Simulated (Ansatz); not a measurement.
## What TiCdSe3 (model cell, started as cubic perovskite with Ti in the octahedra) distorts into

Aim: this structure of TiCdSe3 (model cell, started as cubic perovskite with Ti in the octahedra) is to be tested for unstable modes, and one is followed downhill.

Main program and level: Ansatz 0.2.0; DFT PBE, scalar-relativistic, plane waves, PAW.

Most raw output is cut from this account.

The structure was built from a prototype and need not be the compound's stable phase.

## Step 1: The structure

It takes space group Pm-3m (No. 221, cubic). The conventional cell has a = 4.977 Å, b = 4.977 Å, c = 4.977 Å, α = 90.00°, β = 90.00°, γ = 90.00°. Cd has 12 Se at 3.52 Å nearest. Nearest to Ti lie 6 Se at 2.49 Å. Se has 2 Ti at 2.49 Å nearest. Farther neighbours and most contacts between anions are not listed.

Coordinates:

```cif
data_structure
_symmetry_space_group_name_H-M 'Pm-3m'
_symmetry_Int_Tables_number 221
_cell_length_a 4.9774
_cell_length_b 4.9774
_cell_length_c 4.9774
_cell_angle_alpha 90.000
_cell_angle_beta 90.000
_cell_angle_gamma 90.000
_cell_volume 123.31
loop_
_atom_site_label
_atom_site_type_symbol
_atom_site_symmetry_multiplicity
_atom_site_Wyckoff_symbol
_atom_site_fract_x
_atom_site_fract_y
_atom_site_fract_z
_atom_site_occupancy
Cd1 Cd 1 a 0.00000 0.00000 0.00000 1
Ti1 Ti 1 b 0.50000 0.50000 0.50000 1
Se1 Se 3 c 0.50000 0.50000 0.00000 1
```

## Step 2: The dispersion

The cell comes from relaxations at this level that are not shown. Stability and thermal properties need the whole zone. Linear response on a 2×2×2 q mesh gives force constants as far as a supercell of that size would.

input.yaml reads:

```yaml
crystal:
  lattice:
    - [4.9773704866, 0.0, 0.0]
    - [0.0, 4.9773704866, 0.0]
    - [0.0, 0.0, 4.9773704866]
  atoms:
    - { symbol: Cd, position: [0.0, 0.0, 0.0] }
    - { symbol: Ti, position: [0.5, 0.5, 0.5] }
    - { symbol: Se, position: [0.5, 0.5, 0.0] }
    - { symbol: Se, position: [0.5, 0.0, 0.5] }
    - { symbol: Se, position: [0.0, 0.5, 0.5] }
kpoints:
  mp_grid: { grid: [8, 8, 8] }
hamiltonian:
  xc: pbe
scf:
  occupations: { method: methfessel_paxton, width: 0.2 }
output:
  eigenvalues: true
phonons:
  method: dfpt
  qmesh: [2, 2, 2]
  temperatures: { t_max: 1000, t_step: 50 }
  qpath:
    path:
      - [[0.0, 0.0, 0.0], [0.0, 0.5, 0.0], [0.5, 0.5, 0.0], [0.0, 0.0, 0.0], [0.5, 0.5, 0.5], [0.0, 0.5, 0.0]]
      - [[0.5, 0.5, 0.5], [0.5, 0.5, 0.0]]
    npoints: 10
```

Started as:

```bash
> ansatz run input.yaml --threads 8 --pin off --max-ram 14336MiB --backend cpu --events-out ev --progress --plain --runs-dir out
```

The job ended after 3.5 min (8 threads of Arm Neoverse V2, shared host; peak memory 2.2 GiB; 26 min of CPU time).

Numbers from this step:

```yaml
volume_per_atom: 24.66 Å³
gap_on_the_k_mesh: 0 eV
sum_rule_residual_before_enforcement: 8.63e-5 eV/Å²
lowest_frequency_on_the_path: -125.8 cm⁻¹
point_group: m-3m
highest_frequency_on_the_path_or_at_a_solved_wavevector: 250.6 cm⁻¹
highest_optical_mode_at_the_zone_centre_no_lo_to_term: 201.1 cm⁻¹
lowest_optical_zone_centre_mode: -125.8 cm⁻¹
lowest_mode_on_the_q_mesh_acoustic_modes_at_gamma_apart: -125.8 cm⁻¹
```

Frequencies (cm⁻¹) solved at each irreducible wavevector; negative means imaginary. Frequencies by wavevector, by row:

```csv
q in reciprocal lattice units,star,mode 1,mode 2,mode 3,mode 4,mode 13,mode 14,mode 15
0 0 0,1,-125.8,-125.8,-125.8,-76.7,201.1,201.1,201.1
0 0 -0.5,3,-99.7,-99.7,-75.2,-39.5,209.6,209.9,214
0 -0.5 -0.5,3,-105.6,-55.9,-55.9,-51.8,195.4,221.1,234.3
-0.5 -0.5 -0.5,1,-107.1,-107.1,-107.1,-38,186.1,186.1,250.6
```

Interpolated from a 2×2×2 q mesh. The phonon branches at the labelled points (cm⁻¹):

```
    point  branch 1  branch 2  branch 3  branch 4  branch 12  branch 13  branch 14  branch 15
        Γ      -126      -126      -126       -77          0        201        201        201
  halfway      -111      -111       -76       -57        125        205        205        210
        X      -100      -100       -75       -40        210        210        210        214
  halfway       -91       -74       -60       -52        199        203        215        228
        M      -106       -56       -56       -52        195        195        221        234
  halfway       -90       -85       -65       -58        126        203        210        221
        Γ      -126      -126      -126       -77          0        201        201        201
  halfway       -87       -78       -78       -46        128        207        207        233
        R      -107      -107      -107       -38        184        186        186        251
  halfway       -94       -83       -79       -49        196        199        211        240
        X      -100      -100       -75       -40        210        210        210        214
jump to R      -107      -107      -107       -38        184        186        186        251
  halfway      -106       -88       -88       -45        190        190        210        246
        M      -106       -56       -56       -52        195        195        221        234
```

Symmetry leaves 4 wavevectors to solve. The lowest mode among them, the acoustic zeros apart, lies at Γ and is imaginary, 125.8i cm⁻¹, so the energy falls along it.

## Step 3: The mode frozen in, largest atomic shift 0 Å

The mode followed lies at q = (-0.5, -0.5, -0.5) with frequency 107.1i cm⁻¹ and is 3-fold degenerate, one of the unstable modes though not the softest. At small amplitude the distorted cell has space group no. 167 by a symmetry search on the positions. The undistorted cell that holds it gives the zero of energy on the same k mesh.

System of this step: TiCdSe3 (model cell, started as cubic perovskite with Ti in the octahedra). Symmetry: Pm-3m, No. 221, cubic system. The conventional cell has a = 4.977 Å, b = 4.977 Å, c = 4.977 Å, α = 90.00°, β = 90.00°, γ = 90.00°. Nearest to Cd lie 12 Se at 3.52 Å. Nearest to Ti lie 6 Se at 2.49 Å. Nearest to Se lie 2 Ti at 2.49 Å. Farther neighbours and most contacts between anions are not listed.

input.yaml reads:

```yaml
crystal:
  lattice:
    - [4.9773704866, 4.9773704866, 0.0]
    - [4.9773704866, 0.0, 4.9773704866]
    - [4.9773704866, 0.0, -4.9773704866]
  atoms:
    - { symbol: Cd, position: [0.0, 0.5, 0.5] }
    - { symbol: Cd, position: [0.0, 0.0, 0.0] }
    - { symbol: Ti, position: [0.5, 0.25, 0.75] }
    - { symbol: Ti, position: [0.5, 0.75, 0.25] }
    - { symbol: Se, position: [0.5, 0.5, 0.5] }
    - { symbol: Se, position: [0.5, 0.0, 0.0] }
    - { symbol: Se, position: [0.0, 0.0, 0.5] }
    - { symbol: Se, position: [0.0, 0.5, 0.0] }
    - { symbol: Se, position: [0.5, 0.5, 0.0] }
    - { symbol: Se, position: [0.5, 0.0, 0.5] }
kpoints:
  mp_grid: { grid: [8, 8, 8] }
hamiltonian:
  xc: pbe
scf:
  occupations: { method: methfessel_paxton, width: 0.2 }
output:
  forces: true
  stress: true
  eigenvalues: true
```

Run time: 4.2 s. Hardware: 8 threads; peak memory 1.5 GiB.

Numbers from this step:

```
pressure                         : 0.05954 GPa
energy from the undistorted cell : 0 meV/atom
```

The run ends at a pressure of 0.06 GPa.

## Step 4: The mode frozen in, largest atomic shift 0.6 Å

The atoms are moved along the unstable eigenvector, the largest shift by 0.6 Å, with the cell fixed.

input.yaml, the sections that differ from step 3:

```yaml
crystal:
  lattice:
    - [4.9773704866, 4.9773704866, 0.0]
    - [4.9773704866, 0.0, 4.9773704866]
    - [4.9773704866, 0.0, -4.9773704866]
  atoms:
    - { symbol: Cd, position: [0.0, 0.5, 0.5] }
    - { symbol: Cd, position: [0.0, 0.0, 0.0] }
    - { symbol: Ti, position: [0.5, 0.25, 0.75] }
    - { symbol: Ti, position: [0.5, 0.75, 0.25] }
    - { symbol: Se, position: [0.5852385953, 0.5, 0.5] }
    - { symbol: Se, position: [0.4147614047, 0.0, 0.0] }
    - { symbol: Se, position: [0.0, -0.0852385953, 0.5] }
    - { symbol: Se, position: [0.0, 0.5852385953, 0.0] }
    - { symbol: Se, position: [0.5852385953, 0.4147614047, 0.0] }
    - { symbol: Se, position: [0.4147614047, 0.0852385953, 0.5] }
# kpoints, hamiltonian, scf, output: as in step 3
```

It took 9.2 s on 8 threads; peak memory 1.9 GiB.

This step gave:

```yaml
pressure: -3.174 GPa
energy_from_the_undistorted_cell: -260.8 meV/atom
```

The energy, extrapolated to zero smearing, is -260.78 meV/atom against the undistorted cell.

The run ends at a pressure of -3.17 GPa, with forces up to 0.93 eV/Å.

## Step 5: Energy along the mode, all amplitudes (two of the runs are shown above)

An imaginary frequency means negative curvature, so the energy should fall and then rise again as anharmonic terms take over.

Numbers from this step:

```yaml
depth_at_the_lowest_point_sampled: 260.8 meV/atom
largest_atomic_shift_at_that_point: 0.6 Å
```

Table of energy from the parent by largest atomic shift:

| largest atomic shift (Å) | energy from the parent (meV/atom) |
| --- | --- |
| 0.000 | 0 |
| 0.040 | -1.70 |
| 0.080 | -6.67 |
| 0.140 | -19.5 |
| 0.220 | -45.5 |
| 0.320 | -90.9 |
| 0.450 | -169 |
| 0.600 | -261 |

Displacement at unit largest shift by atom:

```csv
atom,x (Å),y (Å),z (Å),size
Cd1,0.000,0.000,0.000,0.000
Cd2,0.000,0.000,0.000,0.000
Ti3,0.000,0.000,0.000,0.000
Ti4,0.000,0.000,0.000,0.000
Se5,0.707,0.707,0.000,1.000
Se6,-0.707,-0.707,0.000,1.000
Se7,-0.707,0.000,-0.707,1.000
Se8,0.707,0.000,0.707,1.000
Se9,0.000,0.707,-0.707,1.000
Se10,0.000,-0.707,0.707,1.000
```

The lowest of the steps tried is the last one, at 0.6 Å, 261 meV/atom below the parent; the bottom of the well need not coincide with a step.

## Step 6: Relaxation from the frozen mode

Starting from the lowest point found, all atoms and the cell are let go, so that strain and other modes of the same symmetry can join in.

Changes to input.yaml since step 4:

```diff
@@ -26 +26,6 @@
   eigenvalues: true
+relax:
+  adjacent_minimum: "off"
+  f_tol: 0.002
+  max_steps: 120
+  cell: { stress_tol: 0.03 }
```

Elapsed: 65 s, on 8 threads; peak memory 2 GiB; 8.3 min of CPU time.

Step by step:

| step | energy less that of the first step (eV) | largest force component (eV/Å) | pressure (GPa) | volume (Å³) |
| --- | --- | --- | --- | --- |
| 1 | 0.0000 | 0.6567 | -3.17 | 246.62 |
| 2 | -0.9782 | 0.1156 | 0.17 | 232.65 |
| 3 | -0.9865 | 0.1231 | 0.04 | 235.08 |
| 4 | -1.0004 | 0.0101 | -0.08 | 234.67 |
| 5 | -1.0006 | 0.0009 | 0.00 | 234.41 |
| 6* | -0.9987 | 0.0009 | 0.00 | 234.41 |

Relaxation steps marked * repeat the geometry before them on a plane-wave basis chosen anew for their cell, so energy and pressure can jump there.

Forces are held to the 12 operations that the run works with; a distortion that breaks them can't arise in this run.

| conventional cell, symmetrised | before | after | change |
| --- | --- | --- | --- |
| a (Å) | 7.039 | 6.812 | -3.2 % |
| b (Å) | 7.039 | 6.812 | -3.2 % |
| c (Å) | 17.242 | 17.499 | +1.5 % |
| volume (Å³/atom) | 24.66 | 23.44 | -4.9 % |

The atoms that moved most (Å, as changes of fractional coordinates times the final cell):

| atom | dx | dy | dz | length |
| --- | --- | --- | --- | --- |
| Se6 | -0.145 | -0.145 | 0.000 | 0.205 |
| Se7 | -0.145 | 0.000 | -0.145 | 0.205 |
| Se8 | 0.145 | 0.000 | 0.145 | 0.205 |
| Se10 | 0.000 | -0.145 | 0.145 | 0.205 |
| Se9 | 0.000 | 0.145 | -0.145 | 0.205 |
| Se5 | 0.145 | 0.145 | 0.000 | 0.205 |

Numbers from this step:

```yaml
pressure: -0.001074 GPa
volume_per_atom: 23.44 Å³
```

The distorted start has space group R-3c; the relaxation ends in R-3c.

## Step 7: The new phase in its own primitive cell

The relaxed structure is symmetrised, reduced to its primitive cell and relaxed tightly, as its phonons need.

input.yaml reads:

```yaml
crystal:
  lattice:
    - [3.406010756, 1.9664612268, 5.8331421308]
    - [-3.406010756, 1.9664612268, 5.8331421308]
    - [0.0, -3.9329224537, 5.8331421308]
  atoms:
    - { symbol: Cd, position: [0.25, 0.25, 0.25] }
    - { symbol: Cd, position: [0.75, 0.75, 0.75] }
    - { symbol: Ti, position: [0.5, 0.5, 0.5] }
    - { symbol: Ti, position: [0.0, 0.0, 0.0] }
    - { symbol: Se, position: [0.8653374516, 0.25, 0.6346625484] }
    - { symbol: Se, position: [0.1346625484, 0.75, 0.3653374516] }
    - { symbol: Se, position: [0.6346625484, 0.8653374516, 0.25] }
    - { symbol: Se, position: [0.3653374516, 0.1346625484, 0.75] }
    - { symbol: Se, position: [0.75, 0.3653374516, 0.1346625484] }
    - { symbol: Se, position: [0.25, 0.6346625484, 0.8653374516] }
kpoints:
  mp_grid: { grid: [6, 6, 6] }
hamiltonian:
  xc: pbe
scf:
  occupations: { method: methfessel_paxton, width: 0.2 }
output:
  forces: true
  stress: true
  eigenvalues: true
relax:
  adjacent_minimum: "off"
  f_tol: 0.001
  max_steps: 60
  cell: { stress_tol: 0.01 }
```

The job ended after 20 s (8 threads; peak memory 1.5 GiB).

Little changed from the start: no atom moved by 0.005 Å and no cell edge by 0.1 %.

Numbers from this step:

| Quantity | Value |
| --- | --- |
| pressure | 2.97e-5 GPa |

The largest force component left is 0.0055 meV/Å and the pressure is 0.000 GPa, within the tolerances set. The cell now holds 23.44 Å³/atom.

## Step 8: Modes of the new phase, k-mesh 6×6×6

A relaxed structure may still be a saddle point, so its zone-centre modes are computed. No field response is asked, since the mesh shows no gap.

input.yaml reads:

```yaml
crystal:
  lattice:
    - [3.4063670329, 1.9666669234, 5.8324887086]
    - [-3.4063670329, 1.9666669234, 5.8324887086]
    - [0.0, -3.9333338468, 5.8324887085]
  atoms:
    - { symbol: Cd, position: [0.25, 0.25, 0.25] }
    - { symbol: Cd, position: [0.75, 0.75, 0.75] }
    - { symbol: Ti, position: [0.5, 0.5, 0.5] }
    - { symbol: Ti, position: [0.0, 0.0, 0.0] }
    - { symbol: Se, position: [0.8654063939, 0.25, 0.6345936061] }
    - { symbol: Se, position: [0.1345936061, 0.75, 0.3654063939] }
    - { symbol: Se, position: [0.6345936061, 0.8654063939, 0.25] }
    - { symbol: Se, position: [0.3654063939, 0.1345936061, 0.75] }
    - { symbol: Se, position: [0.75, 0.3654063939, 0.1345936061] }
    - { symbol: Se, position: [0.25, 0.6345936061, 0.8654063939] }
kpoints:
  mp_grid: { grid: [6, 6, 6] }
hamiltonian:
  xc: pbe
scf:
  occupations: { method: methfessel_paxton, width: 0.2 }
output:
  eigenvalues: true
phonons:
  method: dfpt
```

Run time: 5.7 min. Hardware: 8 threads; peak memory 7.4 GiB.

This step gave:

```yaml
sum_rule_residual_before_enforcement: 5.65e-5 eV/Å²
point_group: -3m
highest_optical_mode_at_the_zone_centre_no_lo_to_term: 232.7 cm⁻¹
lowest_optical_zone_centre_mode: -103.2 cm⁻¹
```

Patterns of degenerate modes are one choice out of their space. Modes at Γ, with each element's share of the kinetic energy (negative means imaginary):

```csv
mode,frequency (cm⁻¹),symmetry,Cd %,Ti %,Se %
1,-103.2,A2u,1,87,13
2,-37.9,A2u,70,1,28
3,-30.8,Eu,8,79,14
4,-30.8,Eu,8,79,14
5,-30.7,A2g,100,0,0
6,0.0,acoustic,28,12,60
7,0.0,acoustic,28,12,60
8,0.0,acoustic,28,12,60
9,36.9,Eu,9,4,87
10,36.9,Eu,9,4,87
11,41.8,Eg,15,0,85
12,41.8,Eg,15,0,85
13,77.4,Eg,52,0,48
14,77.4,Eg,52,0,48
15,99.6,A2g,0,0,100
16,127.2,A2u,0,0,100
17,134.0,Eu,33,3,64
18,134.0,Eu,33,3,64
19,150.3,Eg,1,0,99
20,150.3,Eg,1,0,99
21,154.6,A1u,0,1,99
22,157.7,A1g,0,0,100
23,185.9,Eu,18,12,70
24,185.9,Eu,18,12,70
25,187.6,Eg,32,0,68
26,187.6,Eg,32,0,68
27,216.1,A2g,0,0,100
28,221.1,Eu,5,90,6
29,221.1,Eu,5,90,6
30,232.7,A1u,0,99,1
```

Displacements in mode 1 (-103.2 cm⁻¹), the largest set to 1:
```
Cd1  0.00  0.00 -0.07
Cd2  0.00  0.00 -0.07
Ti3  0.00  0.00  1.00
Ti4  0.00  0.00  1.00
Se5  0.02 -0.01 -0.17
Se6  0.02 -0.01 -0.17
Se7  0.00  0.02 -0.17
Se8  0.00  0.02 -0.17
Se9 -0.02 -0.01 -0.17
Se10-0.02 -0.01 -0.17
```

Displacements in mode 5 (-30.7 cm⁻¹), the largest set to 1:
```
Cd1  0.00  0.00  1.00
Cd2  0.00  0.00 -1.00
Ti3  0.00  0.00  0.00
Ti4  0.00  0.00  0.00
Se5  0.01 -0.01 -0.03
Se6 -0.01  0.01  0.03
Se7  0.00  0.01 -0.03
Se8  0.00 -0.01  0.03
Se9  0.01  0.01  0.03
Se10-0.01 -0.01 -0.03
```

Before it was imposed, the acoustic sum rule was missed by 5.6e-5 eV/Å². Small misses are needed for a sound result but don't prove that mesh and cutoff are converged. The lowest optical mode is imaginary, 103.2i cm⁻¹, so the energy falls along it.

## Step 9: Summary of results

```json
{"unstable mode of the parent": "q = (-0.5, -0.5, -0.5), 107i cm⁻¹", "depth at the lowest point sampled": "261 meV/atom", "largest atomic shift at that point": "0.6 Å", "space group reached (within 0.01 Å)": "R-3c", "energy gained over the parent (first relaxation, on the mesh of the frozen mode)": "361 meV/atom", "volume per atom, phase reached": "23.4 Å³", "lowest optical zone-centre mode, phase reached": "-103 cm⁻¹", "highest optical mode at the zone centre (no LO-TO term), phase reached": "233 cm⁻¹"}
```

In words: Along this mode the structure falls into R-3c, 361 meV/atom below the parent. At the parent's cell the well is 260.8 meV/atom deep on the steps tried, with its lowest point at a shift of 0.6 Å. That is the last step tried, so the steps alone don't bracket the bottom of the well. Relaxing atoms and cell changes the gain by +99.95 meV/atom against the lowest step (energies at zero smearing). The new phase still has an imaginary mode at the zone centre of its cell, so it is a saddle point on the way to a lower structure. Of the 7 patterns followed to their end from this parent, this one reaches the lowest energy. Each path keeps the symmetry of its pattern, so a lower phase may lie along a pattern not tried. With no gap, or one that is small against the smearing, the frequencies hang on the k mesh and the smearing, most of all near Kohn anomalies. A semilocal functional can close a gap that the real compound would have, so the metallic treatment may be an artefact of the level. The starting cell was built on a prototype and not taken from a measurement, so the phase need not exist.

[Logs are printed without paths, hosts, clocks, repeated set-up lines and the standing remarks that a program may print on its own settings, such as how far it seeks lower states.]

[Hosts, paths, dates, database ids (printed as entryN), source tags and the programs' standing remarks are cut or masked in the printed files.]
